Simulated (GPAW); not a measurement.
# zinc-blende (ZnSe)₁₋ₓ(CdSe)ₓ at x = 0.875: the Se K absorption edge

What does the Se K edge look like in zinc-blende (ZnSe)₁₋ₓ(CdSe)ₓ at x = 0.875?

Method: X-ray absorption from dipole matrix elements to empty bands, plane-wave PAW revPBE, in GPAW 26.7.0.

This is a report of a sequence of runs, with most program output left out.

### Step 1. Set-up

The cell holds 16 atoms: 7 Cd, 8 Se and 1 Zn. Cell: a = 8.488 Å, b = 8.488 Å, c = 8.488 Å, α = 60.0°, β = 60.0°, γ = 60.0°. 16-atom zinc-blende cell, 7 of 8 Zn sites taken by Cd at random, lattice constants typed for the ends and interpolated (Vegard).

### Step 2. Relaxation

Bond lengths around the absorber set the edge shape, so the atoms are relaxed before any spectrum.

relax.py reads:

```python
import numpy as np
from ase import Atoms
from ase.parallel import parprint, paropen
from gpaw import GPAW, PW, FermiDirac, Mixer, MixerDif, setup_paths
from ase.optimize import BFGS

atoms = Atoms('CdSeCdSeCdSeCdSeCdSeZnSeCdSeCdSe',
    cell=[[0, 6.00225, 6.00225],
     [6.00225, 0, 6.00225],
     [6.00225, 6.00225, 0]],
    scaled_positions=[[0.000421, 0.003373, 0.001076],
     [0.124634, 0.126146, 0.128829],
     [0.002333, 0.998168, 0.500801],
     [0.124782, 0.125154, 0.62935],
     [0.997288, 0.499051, 0.998405],
     [0.128375, 0.625458, 0.125291],
     [0.996307, 0.501452, 0.502969],
     [0.127351, 0.625534, 0.626878],
     [0.498813, 0.001357, 0.005179],
     [0.628843, 0.120493, 0.125617],
     [0.500373, 0.99996, 0.497315],
     [0.625319, 0.124568, 0.625648],
     [0.499381, 0.50295, 0.999534],
     [0.621901, 0.624399, 0.128118],
     [0.4978, 0.501034, 0.502675],
     [0.626478, 0.624258, 0.623678]],
    pbc=True)
atoms.calc = GPAW(legacy_gpaw=True, mode=PW(400, force_complex_dtype=True), xc='revPBE', setups={},
    kpts={'size': (3, 3, 3), 'gamma': True}, occupations=FermiDirac(0.08),
    charge=0, mixer=Mixer(0.1, 5, 50), maxiter=150,
    convergence={'density': 0.0001, 'eigenstates': 1e-6}, txt='relax.txt')
steps = []
opt = BFGS(atoms, logfile='-')
opt.attach(lambda: steps.append([atoms.get_potential_energy(), float(np.linalg.norm(atoms.get_forces(), axis=1).max())]))
done = opt.run(fmax=0.05, steps=30)
out = dict(done=bool(done), steps=steps, frac=atoms.get_scaled_positions().tolist())
import json
with paropen('out.json', 'w') as f:
    json.dump(out, f)
```

Started as:

```
OMP_NUM_THREADS=1 mpirun -n 4 gpaw python relax.py
```

Wall time 5.2 min (4 MPI ranks of Arm Neoverse V1, shared host); peak memory 0.4 GiB.

In 5 steps the energy fell by 315 meV (energies extrapolated to zero smearing) and the largest force to 0.046 eV/Å. Atom 16 (Se; the text counts from 1, the script from 0) is among those that moved most, by 0.13 Å.

### Step 3. Ground state of the crystal

A plain self-consistent run shows whether there is a gap, which decides the set-up of the core-hole run.

scf.py reads:

```python
import numpy as np
from ase import Atoms
from ase.parallel import parprint, paropen
from gpaw import GPAW, PW, FermiDirac, Mixer, MixerDif, setup_paths
from gpaw.test import gen
setup_paths.insert(0, '.')
gen('Se', name='nch1s', xcname='revPBE', corehole=(1, 0, 0), write_xml=True)
from gpaw.mpi import world
world.barrier()

atoms = Atoms('CdSeCdSeCdSeCdSeCdSeZnSeCdSeCdSe',
    cell=[[0, 6.00225, 6.00225],
     [6.00225, 0, 6.00225],
     [6.00225, 6.00225, 0]],
    scaled_positions=[[0.0012055, 0.0011075, 0.0008183],
     [0.1249604, 0.1264309, 0.1277371],
     [0.998701, 0.0013139, 0.5042749],
     [0.1426692, 0.1200063, 0.6208133],
     [0.9976646, 0.5012676, 0.0012375],
     [0.1247428, 0.6249859, 0.1254647],
     [0.9988665, 0.4997034, 0.5017036],
     [0.1249078, 0.6250136, 0.6266556],
     [0.501267, 0.0016347, 0.0004658],
     [0.620928, 0.1196922, 0.1424438],
     [0.500139, 0.0003891, 0.4996907],
     [0.6193374, 0.1178663, 0.621066],
     [0.5011622, 0.4990925, 0.9989111],
     [0.6232205, 0.62536, 0.1270137],
     [0.5013853, 0.4969297, 0.5034619],
     [0.6190468, 0.6426911, 0.6195662]],
    pbc=True)
atoms.calc = calc = GPAW(legacy_gpaw=True, mode=PW(400, force_complex_dtype=True), xc='revPBE', setups={1: 'nch1s'},
    kpts={'size': (3, 3, 3), 'gamma': True}, occupations=FermiDirac(0.05),
    charge=0, mixer=Mixer(0.1, 5, 50), maxiter=150,
    convergence={'density': 0.0001, 'eigenstates': 1e-6}, txt='scf.txt')
energy = atoms.get_potential_energy() + calc.get_reference_energy()
ef = calc.get_fermi_level()
out = dict(energy=energy, fermi=ef, forces=atoms.get_forces().tolist())
parprint(f'all-electron energy {energy:.4f} eV, Fermi level {ef:.4f} eV')
ev = np.array([[calc.get_eigenvalues(k, s) for k in range(len(calc.get_ibz_k_points()))] for s in range(calc.get_number_of_spins())])
out['homo'], out['lumo'], out['counts'] = ev[ev < ef].max(), ev[ev > ef].min(), sorted(set((ev < ef).sum((0, 2)).tolist()))
out['filled'] = (ev[:, 0] < ef).sum(1).tolist()
import json
with paropen('out.json', 'w') as f:
    json.dump(out, f)
```

Started as:

```
OMP_NUM_THREADS=1 mpirun -n 4 gpaw python scf.py
```

The job ended after 1.7 min (4 MPI ranks; peak memory 0.39 GiB; 7 min of CPU time).

The mesh shows a gap of 0.79 eV. The excited electron is kept all the same, so that all members of the series, with or without a gap, are treated alike.

### Step 4. Cell without a hole, the energy reference

The photon energy needs a difference of total energies, so the cell and mesh of the coming hole run are first run without a hole.

scf.py, as its differences from that of step 3:

```diff
@@ -32,3 +32,3 @@
 atoms.calc = calc = GPAW(legacy_gpaw=True, mode=PW(400, force_complex_dtype=True), xc='revPBE', setups={1: 'nch1s'},
-    kpts={'size': (3, 3, 3), 'gamma': True}, occupations=FermiDirac(0.05),
+    kpts={'size': (3, 3, 3), 'gamma': True}, occupations=FermiDirac(0.02),
     charge=0, mixer=Mixer(0.1, 5, 50), maxiter=150,
```

Wall time 1.7 min (4 MPI ranks); peak memory 0.39 GiB.

Reference energy: -1643025.588 eV with the cores included.

### Step 5. Spectrum with XCH, Se atom 2

The holes are 8.5 Å apart. In GPAW the data set carries the hole's charge, so charge=0 means a charged cell and charge=-1 a neutral one. The excited electron is kept in the cell, where it fills the lowest empty states and screens the hole. After the field has converged, empty bands are computed with the density fixed and the dipole matrix elements are summed.

The absorber has 2 Cd at 2.60 Å and 2 Cd at 2.61 Å (tetrahedral).

xas.py reads:

```python
import numpy as np
from ase import Atoms
from ase.parallel import parprint, paropen
from gpaw import GPAW, PW, FermiDirac, Mixer, MixerDif, setup_paths
from gpaw.test import gen
setup_paths.insert(0, '.')
gen('Se', name='fch1s', xcname='revPBE', corehole=(1, 0, 1), write_xml=True)
from gpaw.mpi import world
world.barrier()

atoms = Atoms('CdSeCdSeCdSeCdSeCdSeZnSeCdSeCdSe',
    cell=[[0, 6.00225, 6.00225],
     [6.00225, 0, 6.00225],
     [6.00225, 6.00225, 0]],
    scaled_positions=[[0.0012055, 0.0011075, 0.0008183],
     [0.1249604, 0.1264309, 0.1277371],
     [0.998701, 0.0013139, 0.5042749],
     [0.1426692, 0.1200063, 0.6208133],
     [0.9976646, 0.5012676, 0.0012375],
     [0.1247428, 0.6249859, 0.1254647],
     [0.9988665, 0.4997034, 0.5017036],
     [0.1249078, 0.6250136, 0.6266556],
     [0.501267, 0.0016347, 0.0004658],
     [0.620928, 0.1196922, 0.1424438],
     [0.500139, 0.0003891, 0.4996907],
     [0.6193374, 0.1178663, 0.621066],
     [0.5011622, 0.4990925, 0.9989111],
     [0.6232205, 0.62536, 0.1270137],
     [0.5013853, 0.4969297, 0.5034619],
     [0.6190468, 0.6426911, 0.6195662]],
    pbc=True)
atoms.calc = calc = GPAW(legacy_gpaw=True, mode=PW(400, force_complex_dtype=True), xc='revPBE', setups={1: 'fch1s'},
    kpts={'size': (3, 3, 3), 'gamma': True}, occupations=FermiDirac(0.04),
    charge=-1, mixer=Mixer(0.1, 5, 50), maxiter=150,
    convergence={'density': 0.0001, 'eigenstates': 1e-6}, txt='scf.txt')
energy = atoms.get_potential_energy() + calc.get_reference_energy()
ef = calc.get_fermi_level()
out = dict(energy=energy, fermi=ef, forces=atoms.get_forces().tolist())
parprint(f'all-electron energy {energy:.4f} eV, Fermi level {ef:.4f} eV')
ev = np.array([[calc.get_eigenvalues(k, s) for k in range(len(calc.get_ibz_k_points()))] for s in range(calc.get_number_of_spins())])
out['homo'], out['lumo'], out['counts'] = ev[ev < ef].max(), ev[ev > ef].min(), sorted(set((ev < ef).sum((0, 2)).tolist()))
out['filled'] = (ev[:, 0] < ef).sum(1).tolist()

from ase.units import Ha
from gpaw.xas import dipole_matrix_elements
nb = int(calc.get_number_of_electrons() / 2) + 221
top, nb = nb, nb + 8 + nb // 12
nscf = calc.fixed_density(kpts={'size': (4, 4, 4), 'gamma': True}, nbands=nb,
    convergence={'bands': top, 'eigenstates': 5e-3}, maxiter=60, txt='nscf.txt')
cell = atoms.cell.array
ops = [cell.T @ U.T @ np.linalg.inv(cell.T) for U in nscf.wfs.kd.symmetry.op_scc]
filled = [72]  # bands filled in the ground state, by spin
E = np.arange(-6, 30, 0.1)
fwhm = np.interp(E, [4, 25], [2.33, 3.5])
Y, X, zero, highest = 0, 0, 1e9, 1e9
for spin in range(nscf.get_number_of_spins()):
    wfs = nscf.wfs
    mine = wfs.bd.get_slice()  # this rank's bands
    A = dipole_matrix_elements(wfs.setups[1])
    eps = np.zeros((wfs.kd.nibzkpts, nb))
    d = np.zeros((3, A.shape[1], wfs.kd.nibzkpts, nb), complex)
    for kpt in wfs.kpt_u:
        if kpt.s == spin and 1 in kpt.P_ani:
            eps[kpt.k, mine] = kpt.eps_n * Ha
            d[:, :, kpt.k, mine] = (kpt.weight * wfs.nspins / 2) ** 0.5 * np.inner(A, kpt.P_ani[1])
    world.sum(eps)
    world.sum(d)
    T = np.einsum('amkn,bmkn->abkn', d, d.conj()).real
    T = sum(np.einsum('ai,ijkn,bj->abkn', R, T, R) for R in ops) / len(ops)
    empty = np.ones_like(eps, bool) & (np.arange(nb) >= filled[spin])
    zero, highest = min(zero, eps[empty].min()), min(highest, eps[:, top - 1].min())
    lines = [(eps, T, empty)] if spin == 0 else lines + [(eps, T, empty)]
for eps, T, empty in lines:
    f = np.einsum('aakn->akn', T).reshape(3, -1)
    x = eps.ravel() - zero
    w = np.interp(x, E, fwhm) / 2.35482
    g = np.exp(-0.5 * ((E[:, None] - x) / w) ** 2) / (w * (2 * np.pi) ** 0.5)
    Y = Y + (f * empty.ravel()) @ g.T
    X = X + (f * ~empty.ravel()) @ g.T
out.update(E=E.round(2).tolist(), xas=Y.tolist(), xes=X.tolist(), zero=zero, valid=highest - zero, nk=len(eps), nb=nb)
for i in range(0, len(E), 10):
    parprint(f'{E[i]:7.2f}', *(f'{v:10.3e}' for v in Y[:, i]))
import json
with paropen('out.json', 'w') as f:
    json.dump(out, f)
```

Started as:

```
OMP_NUM_THREADS=1 mpirun -n 4 gpaw python xas.py
```

Wall time 13 min (4 MPI ranks); peak memory 1 GiB.

The Se K spectrum, Se atom 2, excited-electron core hole (neutral cell) (energy from the bottom of the conduction band, which holds the excited electron; intensity scaled to a mean of 1 over the first 20 eV):

```tsv
E (eV)	intensity
-2.0	0.00
-1.4	0.00
-0.8	0.02
-0.2	0.06
0.4	0.17
1.0	0.38
1.6	0.70
2.2	1.05
2.8	1.32
3.4	1.45
4.0	1.45
4.6	1.43
5.2	1.44
5.8	1.50
6.4	1.53
7.0	1.48
7.6	1.34
8.2	1.17
8.8	0.98
9.4	0.79
10.0	0.63
10.6	0.53
11.2	0.53
11.8	0.62
12.4	0.77
13.0	0.93
13.6	1.06
14.2	1.14
14.8	1.16
15.4	1.13
16.0	1.07
16.6	1.00
17.2	0.92
17.8	0.86
18.4	0.82
19.0	0.82
19.6	0.86
20.2	0.91
20.8	0.96
21.4	1.00
22.0	1.03
22.6	1.07
23.2	1.10
23.8	1.12
24.4	1.11
25.0	1.07
25.6	1.02
26.2	0.98
26.8	0.96
27.4	0.97
28.0	1.02
28.6	1.07
29.2	1.12
29.8	1.16
```

Main maxima below 29 eV (height): 3.8 eV (1.46), 6.4 eV (1.53), 14.6 eV (1.16) and 23.8 eV (1.12). A K edge sees empty p states on the absorber.

The energy difference (zero at 12695 eV) isn't read as a photon energy: for so heavy an absorber the terms left out (the hole's spin, the functional's error) amount to tens of eV or more.

### Step 6. Reference energy of the cell

The absorbing element, whose data set is made anew, changes for the next run, so it gets a reference energy of its own.

scf.py, as its differences from that of step 4:

```diff
@@ -6,3 +6,3 @@
 setup_paths.insert(0, '.')
-gen('Se', name='nch1s', xcname='revPBE', corehole=(1, 0, 0), write_xml=True)
+gen('Zn', name='nch1s', xcname='revPBE', corehole=(1, 0, 0), write_xml=True)
 from gpaw.mpi import world
@@ -31,3 +31,3 @@
     pbc=True)
-atoms.calc = calc = GPAW(legacy_gpaw=True, mode=PW(400, force_complex_dtype=True), xc='revPBE', setups={1: 'nch1s'},
+atoms.calc = calc = GPAW(legacy_gpaw=True, mode=PW(400, force_complex_dtype=True), xc='revPBE', setups={10: 'nch1s'},
     kpts={'size': (3, 3, 3), 'gamma': True}, occupations=FermiDirac(0.02),
```

Started as:

```
OMP_NUM_THREADS=1 mpirun -n 4 gpaw python scf.py
```

Wall time 1.8 min (4 MPI ranks); peak memory 0.38 GiB; 7 min of CPU time.

Reference energy: -1643025.588 eV with the cores included.

### Step 7. Spectrum with XCH, Zn atom 11

The holes are 8.5 Å apart. The excited electron is kept in the cell, where it fills the lowest empty states and screens the hole. After the field has converged, empty bands are computed with the density fixed and the dipole matrix elements are summed.

The absorber has 4 Se at 2.48 Å (tetrahedral).

xas.py, as its differences from that of step 5:

```diff
@@ -6,3 +6,3 @@
 setup_paths.insert(0, '.')
-gen('Se', name='fch1s', xcname='revPBE', corehole=(1, 0, 1), write_xml=True)
+gen('Zn', name='fch1s', xcname='revPBE', corehole=(1, 0, 1), write_xml=True)
 from gpaw.mpi import world
@@ -31,3 +31,3 @@
     pbc=True)
-atoms.calc = calc = GPAW(legacy_gpaw=True, mode=PW(400, force_complex_dtype=True), xc='revPBE', setups={1: 'fch1s'},
+atoms.calc = calc = GPAW(legacy_gpaw=True, mode=PW(400, force_complex_dtype=True), xc='revPBE', setups={10: 'fch1s'},
     kpts={'size': (3, 3, 3), 'gamma': True}, occupations=FermiDirac(0.04),
@@ -53,3 +53,3 @@
 E = np.arange(-6, 30, 0.1)
-fwhm = np.interp(E, [4, 25], [2.33, 3.5])
+fwhm = np.interp(E, [4, 25], [1.67, 3.5])
 Y, X, zero, highest = 0, 0, 1e9, 1e9
@@ -58,3 +58,3 @@
     mine = wfs.bd.get_slice()  # this rank's bands
-    A = dipole_matrix_elements(wfs.setups[1])
+    A = dipole_matrix_elements(wfs.setups[10])
     eps = np.zeros((wfs.kd.nibzkpts, nb))
@@ -62,5 +62,5 @@
     for kpt in wfs.kpt_u:
-        if kpt.s == spin and 1 in kpt.P_ani:
+        if kpt.s == spin and 10 in kpt.P_ani:
             eps[kpt.k, mine] = kpt.eps_n * Ha
-            d[:, :, kpt.k, mine] = (kpt.weight * wfs.nspins / 2) ** 0.5 * np.inner(A, kpt.P_ani[1])
+            d[:, :, kpt.k, mine] = (kpt.weight * wfs.nspins / 2) ** 0.5 * np.inner(A, kpt.P_ani[10])
     world.sum(eps)
```

Started as:

```
OMP_NUM_THREADS=1 mpirun -n 4 gpaw python xas.py
```

It took 12 min on 4 MPI ranks; peak memory 1 GiB.

The Zn K spectrum, Zn atom 11, excited-electron core hole (neutral cell) (energy from the bottom of the conduction band, which holds the excited electron; intensity scaled to a mean of 1 over the first 20 eV):

```tsv
E (eV)	intensity
-2.0	0.00
-1.4	0.00
-0.8	0.00
-0.2	0.01
0.4	0.03
1.0	0.11
1.6	0.29
2.2	0.60
2.8	0.91
3.4	1.07
4.0	1.25
4.6	1.71
5.2	2.16
5.8	2.09
6.4	1.59
7.0	1.14
7.6	1.00
8.2	1.03
8.8	1.04
9.4	0.98
10.0	0.95
10.6	1.02
11.2	1.14
11.8	1.21
12.4	1.20
13.0	1.13
13.6	1.05
14.2	0.97
14.8	0.90
15.4	0.85
16.0	0.84
16.6	0.83
17.2	0.83
17.8	0.80
18.4	0.77
19.0	0.75
19.6	0.76
20.2	0.79
20.8	0.82
21.4	0.85
22.0	0.87
22.6	0.89
23.2	0.92
23.8	0.94
24.4	0.95
25.0	0.95
25.6	0.95
26.2	0.96
26.8	0.96
27.4	0.97
28.0	0.96
28.6	0.93
29.2	0.91
29.8	0.89
```

Main maxima below 29 eV (height): 5.4 eV (2.21), 8.6 eV (1.05), 12.0 eV (1.22) and 27.2 eV (0.97). 

The total-energy difference is 9692.99 eV. One term is added: -30.96 eV, since the hole is spin-paired here and a spin-polarised one costs that much less in the free atom (computed apart). The photon energy is then 9662.03 eV. The tabulated edge of the element is 9659 eV. The functional leaves an error of a few eV in such absolute values.

### Step 8. Summary of results

```
absorber and edge             : Se K, atom 2 of the ground-state input (counted from 1)
surroundings                  : 2 Cd at 2.60 Å and 2 Cd at 2.61 Å (tetrahedral)
highest intensity below 24 eV : 6.4 eV above the zero, height 1.53
```

What this shows: The Se K edge of atom 2, with 2 Cd at 2.60 Å and 2 Cd at 2.61 Å (tetrahedral), has its highest intensity of the first 24 eV at 6.4 eV above the zero, 1.5 times the mean level of the first 20 eV (Gaussian full width 2.33 eV up to 4 eV, rising linearly to 3.5 eV at 25 eV). The script folds with a Gaussian, whereas the core hole's own line is a Lorentzian, so the onset is too steep and the first peak too high. Lifetime broadening is put in by hand, and intensities beyond about 20 eV depend on it and on the partial waves.

[Logs are printed without paths, hosts, clocks, repeated set-up lines and the standing remarks that a program may print on its own settings, such as how far it seeks lower states.]

[Hosts, paths, dates, database ids (printed as entryN), source tags and the programs' standing remarks are cut or masked in the printed files.]

[Lists of maxima count a maximum above −3 eV only where it reaches 4 % of the highest in the window and stands out from its surroundings by 2 % of it (1.5 % where it reaches 55 %); shoulders and weaker maxima are passed over, and of the rest the first, up to two pre-edge ones and the few strongest are named.]
